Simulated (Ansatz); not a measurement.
# Sc (model cell, started as body-centred cubic): from the cell to its phonons

Task: relax Sc (model cell, started as body-centred cubic), then find its harmonic phonons.

Calculated with Ansatz 0.2.0; DFT LDA, scalar-relativistic, plane waves, PAW; PAW set soft_1.

This is not the structure that Sc takes at ambient pressure and room temperature (hexagonal, No. 194); it is a model or a phase of other conditions.

## 1. Starting point

It takes space group Im-3m (No. 229, cubic). Conventional cell: a = 3.650 Å, b = 3.650 Å, c = 3.650 Å, α = 90.00°, β = 90.00°, γ = 90.00°. Nearest to Sc lie 8 Sc at 3.16 Å.

## 2. Bringing the structure to rest

Harmonic phonons are second derivatives at a point where the forces vanish, and they are wanted at zero stress, so atoms and cell are relaxed first.

input.yaml

```yaml
crystal:
  lattice:
    - [-1.825, 1.825, 1.825]
    - [1.825, -1.825, 1.825]
    - [1.825, 1.825, -1.825]
  atoms:
    - { symbol: Sc, position: [0.0, 0.0, 0.0] }
kpoints:
  mp_grid: { grid: [16, 16, 16] }
hamiltonian:
  xc: lda
  pseudopotentials: { kind: paw, azcp: { folder: soft_1 }, xc_functional: pbe }
scf:
  occupations: { method: gaussian, width: 0.1 }
output:
  forces: true
  stress: true
  eigenvalues: true
  write_density: true
  write_potential: true
  elf: true
  volumetric_format: npy
relax:
  adjacent_minimum: "off"
  f_tol: 0.005
  max_steps: 80
  cell: { stress_tol: 0.05 }
```

Launch:

```sh
> ansatz run input.yaml --threads 4 --pin off --max-ram 16384MiB --backend cpu --events-out ev --progress --plain --runs-dir out
```

Numbers of over 12 decimals in the logs are rounded to 6 here.

Output:

```text
Engine: ansatz 0.2.0, x86_64-unknown-linux-gnu
Pseudopotentials: kind: paw
Pseudopotential: Sc, paw, valence charge 11, recommended cutoff 420 eV (normal), soft_1/Sc.paw.azcp
Functional definition: SPW92
  exchange = slater_x
  correlation = pw_c
Crystal: 1 atoms, lattice volume = 24.314 Å³
Basis set: ecut = 420 eV, 459 PW (Γ)
Bands: 10, of which v1, the nominal top of the filled ones, is band 6 counted from 1 (5 counted from 0)
Symmetry: 48 space group operations
Space group: Im-3m (ITA 229), of the structure as read, at distance tolerance 2.9e-5 Å
k-points: 145 of 4096
Non-local potential: Sc, projectors of the file, l = 0: 3, l = 1: 2, l = 2: 3, l = 3: 1
PAW form: soft (Blöchl's): semilocal exchange-correlation on the pseudo side does not see the compensation charge
PAW frozen core: Sc, regenerated for the run's functional, and the local potential with it (the file was generated under x = pbe(κ = 0.804, μ = 0.219515), c = pbe(β = 0.066725))
PAW one-centre angular grid: Sc, 590 points (default); XC on 64 Gauss nodes
Initial density: superposition of atomic densities (chi_scale 0.1, normalization cell)
Initial wavefunctions: pseudopotential atomic-orbital guess
Functional: x = slater, c = lda
SCF iter   1: F=—  HF=-2088.953721 eV  |F-HF|=—  |Δ(HF+E_count)|=         —  Δρ=2.67e-2  dr2=2.18e-1  ethr=3.10e-3  ⟨swp⟩=4.1  Hψ=7151  notcnv=0
preconditioner: auto → none  [metal: Δε(μ)=0.003 eV  Ē_g=4.086 eV  σ=0.100 eV  W_gap=0.02  n_scr=0 (ndim 8)  ℏωp=13.0 eV  f_vac=0.000  D(μ)=2.55/eV (n_scr^D=42)]
SCF iter   2: F=—  HF=-2088.882669 eV  |F-HF|=—  |Δ(HF+E_count)|=   7.11e-2  Δρ=7.03e-3  dr2=6.65e-3  ethr=1.99e-3  ⟨swp⟩=2.9  Hψ=3813  notcnv=0  defer=35
SCF iter   3: F=—  HF=-2088.880033 eV  |F-HF|=—  |Δ(HF+E_count)|=   2.64e-3  Δρ=2.89e-3  dr2=1.41e-3  ethr=6.04e-5  ⟨swp⟩=2.5  Hψ=2673  notcnv=0  defer=35
SCF iter   4: F=—  HF=-2088.879660 eV  |F-HF|=—  |Δ(HF+E_count)|=   3.73e-4  Δρ=7.45e-4  dr2=8.49e-5  ethr=1.28e-5  ⟨swp⟩=1.1  Hψ=1444  notcnv=0  defer=35
SCF iter   5: F=—  HF=-2088.879637 eV  |F-HF|=—  |Δ(HF+E_count)|=   2.26e-5  Δρ=9.53e-5  dr2=1.39e-6  ethr=7.72e-7  ⟨swp⟩=1.4  Hψ=1543  notcnv=0  defer=35
SCF iter   6: F=-2088.879637 eV  HF=-2088.879637 eV  |F-HF|=1.64e-9  |Δ(HF+E_count)|=   3.22e-7  Δρ=6.22e-6  dr2=6.10e-9  ethr=9.09e-10  ⟨swp⟩=7.7  Hψ=8645  notcnv=0
SCF 1 converged in 6 iterations: F = -2088.879637 eV  dr2 = 6.10e-9
  greatest PAW one-centre occupation: 0.998 electrons in one spin orbital (limit 2), on the Sc atom at site 0 (counted from 0), in its partial waves of l = 0
relax step   1: F+E_penalty+E_count = -2088.87963660 eV  Δ(F+E_penalty+E_count) = +0.000e0 eV  max|allowed force component| = 0.000e0 eV/Å  Δτ_max = 0.0000 Å  P = -3.673 GPa  Ω = 24.314 Å³  (6 SCF iters, dr2 threshold 1.00e-7 eV, accepted)
Crystal: 1 atoms, lattice volume = 22.491 Å³
Basis set: ecut = 420 eV, 429 PW (Γ)
Initial density: handed on by an earlier stage of this run
Initial wavefunctions: those handed on with the density
iter 1 solved again at ethr=1.47e-6 eV; its pass at ethr=3.10e-3 eV (dr2=1.62e-4 eV) is discarded
SCF iter   1: F=—  HF=-2088.898968 eV  |F-HF|=—  |Δ(HF+E_count)|=         —  Δρ=1.02e-3  dr2=1.58e-4  ethr=1.47e-6  ⟨swp⟩=1.0  Hψ=9746  notcnv=0
preconditioner: auto → none  [metal: Δε(μ)=0.009 eV  Ē_g=4.076 eV  σ=0.100 eV  W_gap=0.05  n_scr=0 (ndim 8)  ℏωp=13.6 eV  f_vac=0.000  D(μ)=2.64/eV (n_scr^D=42)]
SCF iter   2: F=—  HF=-2088.898941 eV  |F-HF|=—  |Δ(HF+E_count)|=   2.71e-5  Δρ=4.49e-4  dr2=2.44e-5  ethr=1.43e-6  ⟨swp⟩=2.1  Hψ=1838  notcnv=0
SCF iter   3: F=—  HF=-2088.898943 eV  |F-HF|=—  |Δ(HF+E_count)|=   1.90e-6  Δρ=1.70e-4  dr2=4.81e-6  ethr=2.22e-7  ⟨swp⟩=2.6  Hψ=2257  notcnv=0
SCF iter   4: F=-2088.898942 eV  HF=-2088.898942 eV  |F-HF|=7.52e-9  |Δ(HF+E_count)|=   6.39e-7  Δρ=1.03e-5  dr2=2.08e-8  ethr=9.09e-10  ⟨swp⟩=4.6  Hψ=7116  notcnv=0
SCF 2 converged in 4 iterations: F = -2088.898942 eV  dr2 = 2.08e-8
relax step   2: F+E_penalty+E_count = -2088.89894217 eV  Δ(F+E_penalty+E_count) = -1.931e-2 eV  max|allowed force component| = 0.000e0 eV/Å  Δτ_max = 0.0000 Å  P = +0.522 GPa  Ω = 22.491 Å³  energy of the carried Pulay correction = +9.919e-5 eV  (4 SCF iters, dr2 threshold 1.00e-7 eV, accepted)
Crystal: 1 atoms, lattice volume = 22.703 Å³
iter 1 solved again at ethr=1.89e-8 eV; its pass at ethr=3.10e-3 eV (dr2=2.07e-6 eV) is discarded
SCF iter   1: F=—  HF=-2088.899248 eV  |F-HF|=—  |Δ(HF+E_count)|=         —  Δρ=1.21e-4  dr2=2.18e-6  ethr=1.89e-8  ⟨swp⟩=2.0  Hψ=9777  notcnv=0
preconditioner: auto → none  [metal: Δε(μ)=0.005 eV  Ē_g=4.038 eV  σ=0.100 eV  W_gap=0.03  n_scr=0 (ndim 8)  ℏωp=13.5 eV  f_vac=0.000  D(μ)=2.66/eV (n_scr^D=42)]
SCF iter   2: F=—  HF=-2088.899248 eV  |F-HF|=—  |Δ(HF+E_count)|=   6.03e-7  Δρ=5.25e-5  dr2=3.31e-7  ethr=1.89e-8  ⟨swp⟩=2.1  Hψ=1861  notcnv=0
SCF iter   3: F=-2088.899248 eV  HF=-2088.899248 eV  |F-HF|=5.56e-8  |Δ(HF+E_count)|=   7.82e-9  Δρ=2.20e-5  dr2=8.45e-8  ethr=9.09e-10  ⟨swp⟩=7.0  Hψ=8023  notcnv=0
SCF 3 converged in 3 iterations: F = -2088.899248 eV  dr2 = 8.45e-8
relax step   3: F+E_penalty+E_count = -2088.89924768 eV  Δ(F+E_penalty+E_count) = -3.055e-4 eV  max|allowed force component| = 0.000e0 eV/Å  Δτ_max = 0.0000 Å  P = -0.038 GPa  Ω = 22.703 Å³  energy of the carried Pulay correction = +8.728e-5 eV  (3 SCF iters, dr2 threshold 1.00e-7 eV, accepted)
Initial wavefunctions: pseudopotential atomic-orbital guess (no wavefunctions were taken with the density)
iter 1 solved again at ethr=1.27e-8 eV; its pass at ethr=3.10e-3 eV (dr2=1.40e-6 eV) is discarded
SCF iter   1: F=—  HF=-2088.899177 eV  |F-HF|=—  |Δ(HF+E_count)|=         —  Δρ=4.60e-5  dr2=1.27e-7  ethr=1.27e-8  ⟨swp⟩=2.8  Hψ=11217  notcnv=0
SCF iter   2: F=—  HF=-2088.899177 eV  |F-HF|=—  |Δ(HF+E_count)|=   1.31e-8  Δρ=2.20e-5  dr2=1.72e-8  ethr=1.16e-9  ⟨swp⟩=1.7  Hψ=1660  notcnv=0
SCF iter   3: F=—  HF=-2088.899177 eV  |F-HF|=—  |Δ(HF+E_count)|=   3.31e-9  Δρ=6.79e-6  dr2=3.25e-9  ethr=1.57e-10  ⟨swp⟩=2.4  Hψ=2179  notcnv=0
SCF iter   4: F=—  HF=-2088.899177 eV  |F-HF|=—  |Δ(HF+E_count)|=  6.23e-11  Δρ=4.99e-7  dr2=2.43e-11  ethr=2.95e-11  ⟨swp⟩=2.0  Hψ=1816  notcnv=0
SCF iter   5: F=-2088.899177 eV  HF=-2088.899177 eV  |F-HF|=0.00e0  |Δ(HF+E_count)|=  1.36e-12  Δρ=3.68e-8  dr2=2.28e-13  ethr=1.00e-12  ⟨swp⟩=4.0  Hψ=4504  notcnv=0
SCF 4 converged in 5 iterations: F = -2088.899177 eV  dr2 = 2.28e-13
relax step   4: F+E_penalty+E_count = -2088.89917694 eV  Δ(F+E_penalty+E_count) = +7.074e-5 eV  max|allowed force component| = 0.000e0 eV/Å  Δτ_max = 0.0000 Å  P = -0.040 GPa  Ω = 22.703 Å³  stress off target by 4.02e-2 GPa  SCF on the basis re-selected at this cell (its energy is not comparable with the rows above)  (5 SCF iters)
basis re-selected at this cell: Δ(F+E_penalty+E_count) = +7.074e-5 eV, ΔP = -0.002 GPa vs the last step (what re-selecting the basis moved, of the pressure what is left beyond the Pulay correction that the steps carried, after the strain that the cell walked since its last selection, with what the two solves' SCF thresholds leave and, on support functions, any second-order correction that the steps lacked; it is no measure of the basis error at this ecutwfc). This SCF's stress stands 4.02e-2 GPa from its target on what of the cell is left free (relax.cell.stress_tol is 5.00e-2 GPa) and its largest allowed force component is 0.00e0 eV/Å (relax.f_tol is 5.00e-3 eV/Å): [rest of the remark cut]
SCF converged after 5 iterations
Free energy (F): -2088.899177 eV
Harris-Foulkes:  -2088.899177 eV  (|F-HF|=0.00e0)
Internal energy: -2088.885887 eV  (E = F + TS)
E sigma→0 (E₀):  -2088.892532 eV
Entropy (-TS):   -0.013290 eV (-13.290 meV/atom)
Fermi energy:    9.927158 eV
--- Per-component energies (eV) ---
  E_band       = -158.933967
  E_kinetic    = 207.622095
  E_local      = -815.863183  (includes V_loc(G=0)·N_el)
  E_nonlocal   = 146.854811
  E_hartree    = 290.631993
  E_xc         = -84.697501
  E_vxc        = -104.746884  (∫ρ·V_xc dr)
  E_paw        = -945.054913  (= ΣΔE_a)
  E_vpaw       = -174.064836  (= ΣTr[D̂ρ^β])
  E_aug_tail   = 0.000029  (compensation charges beyond the density's cutoff)
  E_ewald      = -888.684141
  E_core_change = 0.304923  (= ΣΔE_core)
  E_smearing   = -0.013290  (= −TS)
  E_closure    = 0.000000  (closes the sum)
  Σ components = -2088.899177   (vs F -2088.899177, Δ=0.00e0)
--- Forces (eV/Å), atoms counted from 1 ---
  atom   1  Sc    -0.00000000     0.00000000    -0.00000000
  max |Σ_I F_I| component: 6.37e-32 eV/Å
--- Stress (GPa, compression-positive) ---
       -0.040246       0.000000      -0.000000
        0.000000      -0.040246       0.000000
       -0.000000      -0.000000      -0.040246
  P = ⅓ Tr σ = -0.0402 GPa (-0.402 kbar)
--- Band table (eV; the first three rows and the last of 145) ---
  k-point 0: bands = ["-38.9504", "-17.5640", "-17.5640", "-17.5640", "4.5858", "11.4127", "11.4127", "11.4127", "13.0176", "13.0176"]
  k-point 1: bands = ["-38.9468", "-17.5853", "-17.5706", "-17.5641", "4.6988", "11.3542", "11.3921", "11.4992", "12.9463", "13.0204"]
  k-point 2: bands = ["-38.9366", "-17.6456", "-17.5892", "-17.5645", "5.0290", "11.1927", "11.2998", "11.7533", "12.7996", "13.0324"]
  k-point 144: bands = ["-38.7888", "-17.9337", "-17.9337", "-17.9337", "8.5188", "8.5188", "14.1338", "14.1338", "14.1338", "16.6342"]
--- Relaxed structure (3 steps of the walk, 3 accepted, 1 SCFs on fresh bases) ---
  F+E_penalty+E_count = -2088.89917694 eV   max|allowed force component| = 0.000e0 eV/Å   (the final SCF, on the basis selected at the relaxed cell)
  cell:  # Å, volume = 22.7028 Å³
    - [-1.783773, 1.783773, 1.783773]
    - [1.783773, -1.783773, 1.783773]
    - [1.783773, 1.783773, -1.783773]
  atoms:
    - { symbol: Sc, position: [0.0, 0.0, 0.0] }
```

Run time: 2.2 s. Hardware: 4 threads of Intel Xeon Platinum 8375C at 2.90GHz (Ice Lake), shared host; peak memory 0.37 GiB.

Relaxation path:

```
step  energy less that of the first step (eV)  largest force component (eV/Å)  pressure (GPa)  volume (Å³)
   1                                   0.0000                          0.0000           -3.67        24.31
   2                                  -0.0193                          0.0000            0.52        22.49
   3                                  -0.0196                          0.0000           -0.04        22.70
  4*                                  -0.0195                          0.0000           -0.04        22.70
```

Relaxation steps marked * repeat the geometry before them on a plane-wave basis chosen anew for their cell, so energy and pressure can jump there.

```
conventional cell, symmetrised  before  after  change
                         a (Å)   3.650  3.568  -2.3 %
                         b (Å)   3.650  3.568  -2.3 %
                         c (Å)   3.650  3.568  -2.3 %
              volume (Å³/atom)   24.31  22.70  -6.6 %
```

Final coordinates:

```xyz
1
Lattice="-1.7838 1.7838 1.7838 1.7838 -1.7838 1.7838 1.7838 1.7838 -1.7838" Properties=species:S:1:pos:R:3 pbc="T T T"
Sc    0.0000    0.0000    0.0000
```

This step gave:

- pressure: -0.04025 GPa
- volume per atom: 22.70 Å³
- gap on the k-mesh: 0 eV

Valence density in the ac plane of the conventional cell at fractional y = 0.000, with atoms of Sc within 0.2 Å of it. It is the smooth field of the valence electrons, not physical close to the nuclei.

Ten even steps from '_' (0.1 e/Å³) to '@' (8.7 e/Å³), each cell a mean:
```
@@##--________________..++%%
++==..__________________::++
....______________________..
____________________________
____________________________
____________________________
____________________________
____________________________
____________________________
____________________________
..__________________________
==--..__________________..--
%%**--________________..==##
@@%%==..______________..++@@
```
Columns run along a (3.6 Å), rows up along c (3.6 Å), edges of the conventional cell, whose origin can differ from the input's. Atoms in or near the plane, at fractional coordinates: Sc at (0.00, 0.00).

Electrostatic potential energy in the ac plane of the conventional cell at fractional y = 0.000, with atoms of Sc within 0.2 Å of it. With pseudopotentials it is smooth inside the atoms' cores, unlike the true potential.

Ten even steps from '_' (-46 eV) to '@' (12 eV), each cell a mean:
```
____::**%%@@@@@@@@@@##++..__
..::==##%%@@@@@@@@@@%%**--..
==++**%%@@@@@@@@@@@@%%##**++
####%%@@@@@@@@@@@@@@@@%%%%##
@@@@@@@@@@@@@@@@@@@@@@@@@@@@
@@@@@@@@@@@@@@@@@@@@@@@@@@@@
@@@@@@@@@@@@@@@@@@@@@@@@@@@@
@@@@@@@@@@@@@@@@@@@@@@@@@@@@
@@@@@@@@@@@@@@@@@@@@@@@@@@@@
%%%%%%@@@@@@@@@@@@@@@@@@%%%%
++**##%%@@@@@@@@@@@@@@%%##**
::--++##%%@@@@@@@@@@%%**==::
____--**%%@@@@@@@@@@##++::__
____::++%%@@@@@@@@@@##==..__
```
Columns run along a (3.6 Å; values clipped at the 3rd and 97th percentile), rows up along c (3.6 Å), edges of the conventional cell, whose origin can differ from the input's. Atoms in or near the plane, at fractional coordinates: Sc at (0.00, 0.00).

ELF in the ac plane of the conventional cell at fractional y = 0.000, with atoms of Sc within 0.2 Å of it. It is the smooth field of the valence electrons, not physical close to the nuclei.

Ten even steps from '_' (0.10) to '@' (0.66), each cell a mean:
```
::**@@**..::**%%++..::%%@@++
%%@@%%==__--##%%++....++@@@@
@@##==....==%%@@##::__..++%%
--::....--**%%@@%%++::__..::
....::--**%%%%@@%%##++::....
==++**##%%%%%%%%%%%%%%##++++
##%%%%@@@@%%%%%%%%@@@@@@%%%%
****##%%%%%%%%%%%%%%%%%%##**
::::--++##%%%%%%%%%%**==--::
....__..==##%%@@%%**--..__..
##++::__..++%%@@##--....==**
@@@@##::__--##%%**::..==%%@@
==##@@++..::**%%++..::##@@**
__==@@##..::**##==..--@@%%::
```
Columns run along a (3.6 Å), rows up along c (3.6 Å), edges of the conventional cell, whose origin can differ from the input's. Atoms in or near the plane, at fractional coordinates: Sc at (0.00, 0.00).

In this step the volume went from 24.31 to 22.70 Å³/atom.

## 3. Tight relaxation

Phonons need a cell at rest on their own settings, so the relaxation is repeated with tight tolerances on forces and stress, using the mesh and the filling of the phonon run that follows.

input.yaml, the sections that differ from step 2:

```yaml
crystal:
  lattice:
    - [-1.7837733223, 1.7837733223, 1.7837733223]
    - [1.7837733223, -1.7837733223, 1.7837733223]
    - [1.7837733223, 1.7837733223, -1.7837733223]
  atoms:
    - { symbol: Sc, position: [0.0, 0.0, 0.0] }
scf:
  occupations: { method: methfessel_paxton, width: 0.2 }
output:
  forces: true
  stress: true
  eigenvalues: true
relax:
  adjacent_minimum: "off"
  f_tol: 0.001
  max_steps: 60
  cell: { stress_tol: 0.01 }
# kpoints, hamiltonian: as in step 2
```

Output:

```text
[...]
Crystal: 1 atoms, lattice volume = 22.703 Å³
Basis set: ecut = 420 eV, 429 PW (Γ)
Bands: 10, of which v1, the nominal top of the filled ones, is band 6 counted from 1 (5 counted from 0)
Symmetry: 48 space group operations
[...]
k-points: 145 of 4096
[...]
0.000000       0.000000      -0.000028
  P = ⅓ Tr σ = -0.0000 GPa (-0.000 kbar)
--- Band table (eV; the first three rows and the last of 145) ---
[...]
--- Relaxed structure (3 steps of the walk, 3 accepted, 1 SCFs on fresh bases) ---
[...]
cell:  # Å, volume = 22.6720 Å³
    - [-1.782966, 1.782966, 1.782966]
    - [1.782966, -1.782966, 1.782966]
    - [1.782966, 1.782966, -1.782966]
  atoms:
    - { symbol: Sc, position: [0.0, 0.0, 0.0] }
[key lines of the parts left out:]
SCF converged after 4 iterations
Free energy (F): -2088.893296 eV
Fermi energy:    9.946245 eV
```

Wall time 2.1 s (4 threads); peak memory 0.37 GiB.

Little changed from the start: no atom moved by 0.005 Å and no cell edge by 0.1 %.

Numbers from this step:

- pressure: -2.75e-5 GPa
- volume per atom: 22.67 Å³

The forces vanish by symmetry and the pressure is 0.000 GPa, within the tolerances set. The cell now holds 22.67 Å³/atom.

(Continued in part 2 of 2.)

[Logs are printed without paths, hosts, clocks, repeated set-up lines and the standing remarks that a program may print on its own settings, such as how far it seeks lower states.]

[Hosts, paths, dates, database ids (printed as entryN), source tags and the programs' standing remarks are cut or masked in the printed files.]
